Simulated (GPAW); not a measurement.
# Quasiparticle gap of CaZrN2 (R-3m) in GPAW

Aim: the G0W0 gap of CaZrN2 (R-3m) on LDA, step by step.

Method: LDA and many-body steps on it, plane waves, in GPAW 26.7.0.

The raw output is cut from this account; settings, times and results stay.

### Step 1. The system as given

Symmetry: R-3m, No. 166, trigonal system. The conventional cell has a = 3.314 Å, b = 3.314 Å, c = 16.820 Å, α = 90.00°, β = 90.00°, γ = 120.00°. Nearest to Ca lie 6 N at 2.50 Å. Nearest to Zr lie 6 N at 2.26 Å. Nearest to N lie 3 Zr at 2.26 Å and 3 Ca at 2.50 Å. Farther neighbours, and contacts between anions beyond the nearest, are not listed.

As a file:

```cif
data_structure
_symmetry_space_group_name_H-M 'R-3m:H'
_symmetry_Int_Tables_number 166
_cell_length_a 3.3142
_cell_length_b 3.3142
_cell_length_c 16.8201
_cell_angle_alpha 90.000
_cell_angle_beta 90.000
_cell_angle_gamma 120.000
_cell_volume 160.00
loop_
_atom_site_label
_atom_site_type_symbol
_atom_site_symmetry_multiplicity
_atom_site_Wyckoff_symbol
_atom_site_fract_x
_atom_site_fract_y
_atom_site_fract_z
_atom_site_occupancy
Ca1 Ca 3 a 0.00000 0.00000 0.00000 1
Zr1 Zr 3 b 0.66667 0.33333 0.83333 1
N1 N 6 c 0.33333 0.66667 0.90479 1
```

The cell and positions are those that the Materials Project relaxed with its own functionals (PBE, PBE+U or r2SCAN), kept fixed.

### Step 2. Ground state

This step: GPAW 26.7.0; DFT, LDA, plane waves, PAW.

The ground-state density comes first.

The input, run.py:

```python
import json
import numpy as np
from gpaw.mpi import world
from ase import Atoms
from gpaw import GPAW, PW, FermiDirac

atoms = Atoms(['Ca', 'Zr', 'N', 'N'],
    cell=[[1.6570904640, 0.9567216255, 5.6066931729],
      [-1.6570904640, 0.9567216255, 5.6066931729],
      [0.0000000000, -1.9134432509, 5.6066931729]],
    scaled_positions=[[0.0000000000, 0.0000000000, 0.0000000000],
      [0.5000000000, 0.5000000000, 0.5000000000],
      [0.2381224000, 0.2381224000, 0.2381224000],
      [0.7618776000, 0.7618776000, 0.7618776000]],
    pbc=(True, True, True))
calc = GPAW(mode=PW(600),
    xc='LDA',
    kpts={'size': (8, 8, 8), 'gamma': True},
    occupations=FermiDirac(0.001),
    nbands=-8,
    convergence={'density': 1e-6, 'bands': -3},
    maxiter=100,
    txt='gs.txt')
atoms.calc = calc
res = {'energy': atoms.get_potential_energy()}
kpts = calc.get_ibz_k_points()
res['kpts'] = kpts
res['eigenvalues'] = [calc.get_eigenvalues(kpt=k) for k in range(len(kpts))]
res['n_electrons'] = calc.get_number_of_electrons()
calc.write('gs.gpw')

if world.rank == 0:
    with open('result.json', 'w') as f:
        json.dump(res, f, default=lambda x: x.tolist())
```

Command:

```console
mpirun -n 4 gpaw python run.py
```

Run time: 73 s. Hardware: 4 MPI ranks of Arm Neoverse V1, shared host; peak memory 1 GiB; 4.9 min of CPU time.

Read from the output:

```yaml
total_energy: -35.48 eV
gap: 0.3956 eV
k_of_the_valence_top: 0, 0, 0
k_of_the_conduction_bottom: 0.5, 0.5, 0
least_direct_gap: 1.027 eV
```

The gap is indirect, with the least direct gap 0.63 eV higher.

### Step 3. Empty states on the mesh, 4×4×4 mesh, 255 bands

The sums over transitions need many empty states on a uniform mesh; this step solves for them.

The input, run.py:

```python
import json
import numpy as np
from gpaw.mpi import world
from gpaw import GPAW

calc = GPAW('gs.gpw').fixed_density(kpts={'size': (4, 4, 4), 'gamma': True},
    parallel={'domain': 1, 'band': 1},
    txt='nscf.txt')
calc.diagonalize_full_hamiltonian(nbands=255)
calc.write('full.gpw', mode='all')
res = {}
kpts = calc.get_ibz_k_points()
res['kpts'] = kpts
res['eigenvalues'] = [calc.get_eigenvalues(kpt=k) for k in range(len(kpts))]
res['n_electrons'] = calc.get_number_of_electrons()

if world.rank == 0:
    with open('result.json', 'w') as f:
        json.dump(res, f, default=lambda x: x.tolist())
```

Command:

```console
mpirun -n 4 gpaw python run.py
```

It took 64 s on 4 MPI ranks; peak memory 1.9 GiB; 4.2 min of CPU time.

Numbers from this step:

* gap: 0.3956 eV
* k of the valence top: 0, 0, 0
* k of the conduction bottom: 0.5, 0.5, 0
* least direct gap: 1.027 eV
* k points computed: 13
* lowest point of the top converged band, above the valence top: 142.0140 eV

On this mesh the gap is 0.396 eV.

### Step 4. Screening and self-energy, 4×4×4 mesh, 113 bands, screening to 96 eV

G0W0 replaces the xc potential by the self-energy, built once from these orbitals. Only a window of levels is corrected, while the sums run over the empty bands that the input names.

This step: G0W0 on LDA, plane waves, PAW.

The input, run.py:

```python
import json
import numpy as np
from gpaw.mpi import world
from gpaw.response.g0w0 import G0W0

gw = G0W0('full.gpw',
    filename='gw',
    kpts=[0, 10],
    bands=(14, 18),
    ecut=96,
    nbands=113,
    integrate_gamma='WS',
    ppa=True)
gw.calculate()
res = {mode: {k: v for k, v in r.items() if k != 'sigma_eskwn'}
       for mode, r in gw.all_results.items()}

if world.rank == 0:
    with open('result.json', 'w') as f:
        json.dump(res, f, default=lambda x: x.tolist())
```

Command:

```console
mpirun -n 4 gpaw python run.py
```

Run time: 3 min. Hardware: 4 MPI ranks; peak memory 2.1 GiB; 12 min of CPU time.

Numbers from this step:

| Property | Result |
| --- | --- |
| G0W0 gap on the mesh | 1.215 eV |
| least direct G0W0 gap on the computed points | 1.955 eV |
| Z at the valence top | 0.7756 |
| Z at the conduction bottom | 0.8135 |
| starting gap on the mesh | 0.3956 eV |
| k of the valence top | 0, 0, 0 |
| k of the conduction bottom | 0.5, 0.5, 0 |

The gap on the mesh goes from 0.40 eV to 1.22 eV, a correction of +0.82 eV.

Limits: finite bands, cutoff and mesh; no spin-orbit coupling; coarse k mesh. v1 is the top filled band, c1 the lowest empty one. Levels before and after the correction, in eV, zero at the valence-band top of each column:

|  | conduction bottom | valence top |
| --- | --- | --- |
| Kohn-Sham | 0.40 | 0.00 |
| G0W0 | 1.22 | 0.00 |

|  | level | energy (eV) |
| --- | --- | --- |
| Kohn-Sham | Γ v2-v1 | 0.000 |
| Kohn-Sham | Γ c1-c2 | 2.548 |
| Kohn-Sham | (0.5 0.5 0) v2 | -0.668 |
| Kohn-Sham | (0.5 0.5 0) v1 | -0.632 |
| Kohn-Sham | (0.5 0.5 0) c1 | 0.396 |
| Kohn-Sham | (0.5 0.5 0) c2 | 4.875 |
| G0W0 | Γ v2-v1 | 0.000 |
| G0W0 | Γ c1-c2 | 3.764 |
| G0W0 | (0.5 0.5 0) v2 | -0.753 |
| G0W0 | (0.5 0.5 0) v1 | -0.739 |
| G0W0 | (0.5 0.5 0) c1 | 1.215 |
| G0W0 | (0.5 0.5 0) c2 | 6.294 |

### Step 5. Where the time went

Times are wall times on 4 MPI ranks of Arm Neoverse V1, shared host, good to a factor of about two.

| step | time | share | memory (GiB) |
| --- | --- | --- | --- |
| ground state | 73 s | 23 % | 1 |
| empty states on the mesh | 64 s | 20 % | 1.9 |
| screening and self-energy | 3 min | 57 % | 2.1 |

### Step 6. What came out

| Quantity | Value |
| --- | --- |
| LDA gap | 0.40 eV, indirect |
| G0W0 gap on the mesh | 1.22 eV |
| GW settings | 4×4×4 mesh, 113 bands, screening to 96 eV, Godby-Needs plasmon pole |
| known limits | short of the basis limit; no spin-orbit coupling; coarse k mesh |

In words: G0W0 moves the gap on the mesh from 0.40 eV to 1.22 eV (+0.82 eV), with Z of 0.78 and 0.81 at the edges. The dearest step here is «screening and self-energy». Bands and cutoff are finite, so the gap stands short of the basis limit, usually by up to a few tenths of an eV; the mesh is an error of its own. In this program the long-wavelength screening can come out low in d oxides and layered crystals. The 4×4×4 mesh is coarse for this cell, which bears on the long-range parts of exchange and screening. The many-body steps are scalar-relativistic: spin-orbit coupling is not in them.

[Long decimals in the printed logs are rounded to 6 places.]

[Logs are printed without paths, hosts, clocks, repeated set-up lines and the standing remarks that a program may print on its own settings, such as how far it seeks lower states.]

[Paths, hosts, dates, memory and timing lines, banners, echoed tables and standing remarks are left out of the program output; an Ansatz launch command may be rebuilt from the run's recorded settings. Measured values are a selection of at most five: reports struck by readers or far from the other reports are left out. None is set beside runs whose start may be inverted or whose files or cutoffs have a known fault.]

[Runs of the session that timed out or met a known fault of the program may be left out.]

[Hosts, paths, dates, database ids (printed as entryN), source tags and the programs' standing remarks are cut or masked in the printed files.]

[Where the starting crystal was built by hand or by swapping elements, it need not be the compound's stable phase.]
